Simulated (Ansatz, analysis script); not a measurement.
# VBrO monolayer: the sense of rotation of spirals

Wanted: sign and size of the DM energy of a VBrO monolayer.

Calculated with Ansatz 0.2.0; LDA with U = 3.2 eV on V d, PAW set soft_2 (files made for PBE).

Report form: the programs' logs are mostly left out.

### 1. Set-up

The cell holds 6 atoms: 2 V, 2 Br and 2 O. Cell: a = 3.380 Å, b = 3.775 Å, c = 20.527 Å, α = 90.0°, β = 90.0°, γ = 90.0°. It derives from VBrO. One layer cut from the bulk crystal, 15 Å of vacuum. Vacuum lies along c.

### 2. The collinear state

A collinear run comes first: it shows whether moments survive, and how large they are.

Input file input.yaml:

```yaml
crystal:
  lattice:
    - [3.38, 0.0, 0.0]
    - [0.0, 3.775, 0.0]
    - [0.0, 0.0, 20.5268]
  atoms:
    - { symbol: V, position: [0.5, 0.5, 0.542686], spin: 2.0 }
    - { symbol: V, position: [0.0, 0.0, 0.457314], spin: 2.0 }
    - { symbol: Br, position: [0.0, 0.5, 0.634624] }
    - { symbol: O, position: [0.0, 0.5, 0.484814] }
    - { symbol: O, position: [0.5, 0.0, 0.515186] }
    - { symbol: Br, position: [0.5, 0.0, 0.365376] }
magnetization:
  spin_polarized: true
kpoints:
  mp_grid: { grid: [5, 4, 1] }
hamiltonian:
  xc: lda
  hubbard: { sites: [{ species: V, l: d, u_eff: 3.2 }] }
scf:
  occupations: { method: fermi_dirac, width: 0.05 }
  max_iter: 120
  convergence: { dr2_threshold: 1.0e-08 }
output:
  write_density: true
  write_potential: true
  elf: true
  volumetric_format: npy
```

Command:

```sh
> ansatz run input.yaml --threads 2 --pin off --max-ram 5120MiB --backend cpu --events-out ev --progress --plain --runs-dir out
```

Run time: 56 s. Hardware: 2 threads of Arm Neoverse V1, shared host; peak memory 0.8 GiB.

Spin moment in the atom's sphere by atom:

```
atom  spin moment in the atom's sphere (μB)
  V1                                   1.54
  V2                                   1.54
 Br3                                  -0.02
  O4                                  -0.01
  O5                                  -0.01
 Br6                                  -0.02
```

Tables count atoms from 1; parts of the log count from 0.

The run ends ferromagnetic, with a net moment of 4 μB a cell. Only this order was typed.

Spin density in the ca plane at fractional y = 0.000, with atoms of V and O and Br within 0.2 Å of it.

Values in units of 1e-1 e/Å³, 5 rows by 16 columns, each cell a mean:
```
 0.0  0.0  0.0  0.0  0.0  0.0  0.2  6.1  4.0  0.2  0.0  0.0  0.0  0.0  0.0  0.0
 0.0  0.0  0.0  0.0  0.0  0.0  0.0  0.5  0.3  0.0  0.0  0.0  0.0  0.0  0.0  0.0
 0.0  0.0  0.0  0.0  0.0 -0.1 -0.1  0.1  0.0  0.0  0.0  0.0  0.0  0.0  0.0  0.0
 0.0  0.0  0.0  0.0  0.0  0.0  0.0  1.0  0.6  0.0  0.0  0.0  0.0  0.0  0.0  0.0
 0.0  0.0  0.0  0.0  0.0  0.0  0.4 10.0  6.9  0.3  0.0  0.0  0.0  0.0  0.0  0.0
```
Columns run along c (16.0 Å, from fractional 0.08 to 0.86 of the cell), rows up along a (3.4 Å). Atoms in or near the plane, at fractional coordinates: V at (0.46, 0.00), O at (0.52, 0.50), Br at (0.37, 0.50).

Valence density in the ca plane at fractional y = 0.000, with atoms of V and O and Br within 0.2 Å of it. It is the smooth field of the valence electrons, not physical close to the nuclei.

Ten steps, logarithmic in the rise over the least value, from '0' (0 e/Å³) to '9' (14 e/Å³), each cell a mean:
```
00000000000000000011123699731000000000000000
00000000000000000123332466432210000000000000
00000000000000001344443223355421000000000000
00000000000000002443343212478641000000000000
00000000000000002442343212578741000000000000
00000000000000001344443222467531000000000000
00000000000000001234433344333310000000000000
00000000000000000112223588632100000000000000
00000000000000000001113799841000000000000000
```
Columns run along c (16.0 Å, from fractional 0.02 to 0.80 of the cell), rows up along a (3.4 Å). Atoms in or near the plane, at fractional coordinates: V at (0.46, 0.00), O at (0.52, 0.50), Br at (0.37, 0.50).

ELF in the ca plane at fractional y = 0.000, with atoms of V and O and Br within 0.2 Å of it. It is the smooth field of the valence electrons, not physical close to the nuclei.

Ten even steps from '0' (0.00) to '9' (0.88), each cell a mean:
```
00000000000000001123332688731100000000000000
00000000000000125788873245224420000000000000
00000000000000258997897211488862000000000000
00000000000001369961178413886884000000000000
00000000000001369950068513874885100000000000
00000000000001368984598312698873000000000000
00000000000000146899995122257631000000000000
00000000000000012456652477422200000000000000
00000000000000000001114888851000000000000000
```
Columns run along c (16.0 Å, from fractional 0.02 to 0.80 of the cell), rows up along a (3.4 Å). Atoms in or near the plane, at fractional coordinates: V at (0.46, 0.00), O at (0.52, 0.50), Br at (0.37, 0.50).

The cell is repeated 3 times along its first vector, and the moments turn once over the supercell, with q along the first reciprocal vector. The normal is z, pointing from the substrate to the film where there is one.

### 3. Cycloid, from the normal towards q

Spin–orbit coupling breaks the generalised Bloch theorem, so the spiral needs a supercell. Locks hold the directions.

Input file input.yaml:

```yaml
crystal:
  lattice:
    - [10.14, 0.0, 0.0]
    - [0.0, 3.775, 0.0]
    - [0.0, 0.0, 20.5268]
  atoms:
    - { symbol: V, position: [0.1666666667, 0.5, 0.542686], spin: 1.54, spin_axis: [0.866025, 0.0, 0.5] }
    - { symbol: V, position: [0.5, 0.5, 0.542686], spin: 1.54, spin_axis: [0.0, 0.0, -1.0] }
    - { symbol: V, position: [0.8333333333, 0.5, 0.542686], spin: 1.54, spin_axis: [-0.866025, 0.0, 0.5] }
    - { symbol: V, position: [0.0, 0.0, 0.457314], spin: 1.54, spin_axis: [0.0, 0.0, 1.0] }
    - { symbol: V, position: [0.3333333333, 0.0, 0.457314], spin: 1.54, spin_axis: [0.866025, 0.0, -0.5] }
    - { symbol: V, position: [0.6666666667, 0.0, 0.457314], spin: 1.54, spin_axis: [-0.866025, 0.0, -0.5] }
    - { symbol: Br, position: [0.0, 0.5, 0.634624] }
    - { symbol: Br, position: [0.3333333333, 0.5, 0.634624] }
    - { symbol: Br, position: [0.6666666667, 0.5, 0.634624] }
    - { symbol: O, position: [0.0, 0.5, 0.484814] }
    - { symbol: O, position: [0.3333333333, 0.5, 0.484814] }
    - { symbol: O, position: [0.6666666667, 0.5, 0.484814] }
    - { symbol: O, position: [0.1666666667, 0.0, 0.515186] }
    - { symbol: O, position: [0.5, 0.0, 0.515186] }
    - { symbol: O, position: [0.8333333333, 0.0, 0.515186] }
    - { symbol: Br, position: [0.1666666667, 0.0, 0.365376] }
    - { symbol: Br, position: [0.5, 0.0, 0.365376] }
    - { symbol: Br, position: [0.8333333333, 0.0, 0.365376] }
kpoints:
  mp_grid: { grid: [1, 3, 1] }
hamiltonian:
  xc: lda
  hubbard: { sites: [{ species: V, l: d, u_eff: 3.2 }] }
scf:
  occupations: { method: fermi_dirac, width: 0.05 }
  max_iter: 120
  convergence: { dr2_threshold: 1.0e-08 }
basis:
  ecutwfc: 420.0
magnetization:
  noncollinear: true
  spin_orbit: true
  spin_locking: { lock_directions: true }
output:
  hubbard: { sites: [{ species: V, l: d }] }
```

Command:

```sh
> ansatz run input.yaml --threads 1 --pin off --max-ram 2560MiB --backend cpu --events-out ev --progress --plain --runs-dir out
```

The job ended after 22 min (1 thread; peak memory 2.2 GiB).

The largest moment is 1.53 μB, and the net moment 0 μB.

Spin moment in the atom's sphere by atom:

```csv
atom,x (μB),y (μB),z (μB),size
V1,1.32,0.00,0.76,1.53
V2,0.00,0.00,-1.53,1.53
V3,-1.32,0.00,0.76,1.53
V4,0.00,0.00,1.53,1.53
V5,1.32,0.00,-0.76,1.53
V6,-1.32,0.00,-0.76,1.53
Br7,0.00,0.00,-0.02,0.02
Br8,-0.01,0.00,0.01,0.02
Br9,0.01,0.00,0.01,0.02
O10,0.00,0.00,-0.01,0.01
O11,-0.01,0.00,0.01,0.01
O12,0.01,0.00,0.01,0.01
O13,-0.01,0.00,-0.01,0.01
O14,0.00,0.00,0.01,0.01
O15,0.01,0.00,-0.01,0.01
Br16,-0.01,0.00,-0.01,0.02
Br17,0.00,0.00,0.02,0.02
Br18,0.01,0.00,-0.01,0.02
```

### 4. Cycloid, from the normal against q

The same cycloid turning the other way: exchange and anisotropy cost the same, and only the Dzyaloshinskii–Moriya term changes sign.

input.yaml, the sections that differ from step 3:

```yaml
crystal:
  lattice:
    - [10.14, 0.0, 0.0]
    - [0.0, 3.775, 0.0]
    - [0.0, 0.0, 20.5268]
  atoms:
    - { symbol: V, position: [0.1666666667, 0.5, 0.542686], spin: 1.54, spin_axis: [-0.866025, 0.0, 0.5] }
    - { symbol: V, position: [0.5, 0.5, 0.542686], spin: 1.54, spin_axis: [0.0, 0.0, -1.0] }
    - { symbol: V, position: [0.8333333333, 0.5, 0.542686], spin: 1.54, spin_axis: [0.866025, 0.0, 0.5] }
    - { symbol: V, position: [0.0, 0.0, 0.457314], spin: 1.54, spin_axis: [0.0, 0.0, 1.0] }
    - { symbol: V, position: [0.3333333333, 0.0, 0.457314], spin: 1.54, spin_axis: [-0.866025, 0.0, -0.5] }
    - { symbol: V, position: [0.6666666667, 0.0, 0.457314], spin: 1.54, spin_axis: [0.866025, 0.0, -0.5] }
    - { symbol: Br, position: [0.0, 0.5, 0.634624] }
    - { symbol: Br, position: [0.3333333333, 0.5, 0.634624] }
    - { symbol: Br, position: [0.6666666667, 0.5, 0.634624] }
    - { symbol: O, position: [0.0, 0.5, 0.484814] }
    - { symbol: O, position: [0.3333333333, 0.5, 0.484814] }
    - { symbol: O, position: [0.6666666667, 0.5, 0.484814] }
    - { symbol: O, position: [0.1666666667, 0.0, 0.515186] }
    - { symbol: O, position: [0.5, 0.0, 0.515186] }
    - { symbol: O, position: [0.8333333333, 0.0, 0.515186] }
    - { symbol: Br, position: [0.1666666667, 0.0, 0.365376] }
    - { symbol: Br, position: [0.5, 0.0, 0.365376] }
    - { symbol: Br, position: [0.8333333333, 0.0, 0.365376] }
# kpoints, hamiltonian, scf, basis, magnetization, output: as in step 3
```

The job ended after 25 min (1 thread; peak memory 2.2 GiB).

The largest moment is 1.53 μB, and the net moment 0 μB.

Spin moment in the atom's sphere by atom:

| atom | x (μB) | y (μB) | z (μB) | size |
| --- | --- | --- | --- | --- |
| V1 | -1.32 | 0.00 | 0.76 | 1.53 |
| V2 | 0.00 | 0.00 | -1.53 | 1.53 |
| V3 | 1.32 | 0.00 | 0.76 | 1.53 |
| V4 | 0.00 | 0.00 | 1.53 | 1.53 |
| V5 | -1.32 | 0.00 | -0.76 | 1.53 |
| V6 | 1.32 | 0.00 | -0.76 | 1.53 |
| Br7 | 0.00 | 0.00 | -0.02 | 0.02 |
| Br8 | 0.01 | 0.00 | 0.01 | 0.02 |
| Br9 | -0.01 | 0.00 | 0.01 | 0.02 |
| O10 | 0.00 | 0.00 | -0.01 | 0.01 |
| O11 | 0.01 | 0.00 | 0.01 | 0.01 |
| O12 | -0.01 | 0.00 | 0.01 | 0.01 |
| O13 | 0.01 | 0.00 | -0.01 | 0.01 |
| O14 | 0.00 | 0.00 | 0.01 | 0.01 |
| O15 | -0.01 | 0.00 | -0.01 | 0.01 |
| Br16 | 0.01 | 0.00 | -0.01 | 0.02 |
| Br17 | 0.00 | 0.00 | 0.02 | 0.02 |
| Br18 | -0.01 | 0.00 | -0.01 | 0.02 |

### 5. Parallel, along the normal

input.yaml, the sections that differ from step 4:

```yaml
crystal:
  lattice:
    - [10.14, 0.0, 0.0]
    - [0.0, 3.775, 0.0]
    - [0.0, 0.0, 20.5268]
  atoms:
    - { symbol: V, position: [0.1666666667, 0.5, 0.542686], spin: 1.54, spin_axis: [0.0, 0.0, 1.0] }
    - { symbol: V, position: [0.5, 0.5, 0.542686], spin: 1.54, spin_axis: [0.0, 0.0, 1.0] }
    - { symbol: V, position: [0.8333333333, 0.5, 0.542686], spin: 1.54, spin_axis: [0.0, 0.0, 1.0] }
    - { symbol: V, position: [0.0, 0.0, 0.457314], spin: 1.54, spin_axis: [0.0, 0.0, 1.0] }
    - { symbol: V, position: [0.3333333333, 0.0, 0.457314], spin: 1.54, spin_axis: [0.0, 0.0, 1.0] }
    - { symbol: V, position: [0.6666666667, 0.0, 0.457314], spin: 1.54, spin_axis: [0.0, 0.0, 1.0] }
    - { symbol: Br, position: [0.0, 0.5, 0.634624] }
    - { symbol: Br, position: [0.3333333333, 0.5, 0.634624] }
    - { symbol: Br, position: [0.6666666667, 0.5, 0.634624] }
    - { symbol: O, position: [0.0, 0.5, 0.484814] }
    - { symbol: O, position: [0.3333333333, 0.5, 0.484814] }
    - { symbol: O, position: [0.6666666667, 0.5, 0.484814] }
    - { symbol: O, position: [0.1666666667, 0.0, 0.515186] }
    - { symbol: O, position: [0.5, 0.0, 0.515186] }
    - { symbol: O, position: [0.8333333333, 0.0, 0.515186] }
    - { symbol: Br, position: [0.1666666667, 0.0, 0.365376] }
    - { symbol: Br, position: [0.5, 0.0, 0.365376] }
    - { symbol: Br, position: [0.8333333333, 0.0, 0.365376] }
# kpoints, hamiltonian, scf, basis, magnetization, output: as in step 4
```

Elapsed: 14 min, on 1 thread; peak memory 2.2 GiB.

The largest moment is 1.54 μB, and the net moment 12.0 μB.

### 6. The senses compared

Energies of the textures:

| texture | energy (meV a small cell) |
| --- | --- |
| cycloid, from the normal towards q | 0 |
| cycloid, from the normal against q | 0 |
| parallel, along the normal | -1.577 |

### 7. What came out

- cycloids, towards q less against q: 0 meV a small cell
- wavelength: 10.1 Å
- turn a cell: 120°

**Reading.** The two cycloids have exactly one energy, as where symmetry joins them: no Dzyaloshinskii–Moriya term acts along this q. The parallel state lies 1.58 meV under the lower cycloid. A short period weighs near neighbours most and does not give the long-wavelength DM constant. The 3 supercell runs took 61 min of wall time, added up. The cell was taken as built, with atoms unrelaxed.

[Logs and program files are shortened in this print: banners, set-up blocks, solver, clock and traceback lines can be left out without a mark of their own.]

[Logs are printed without paths, hosts, clocks, repeated set-up lines and the standing remarks that a program may print on its own settings, such as how far it seeks lower states.]

[Hosts, paths, dates, database ids (printed as entryN), source tags and the programs' standing remarks are cut or masked in the printed files.]
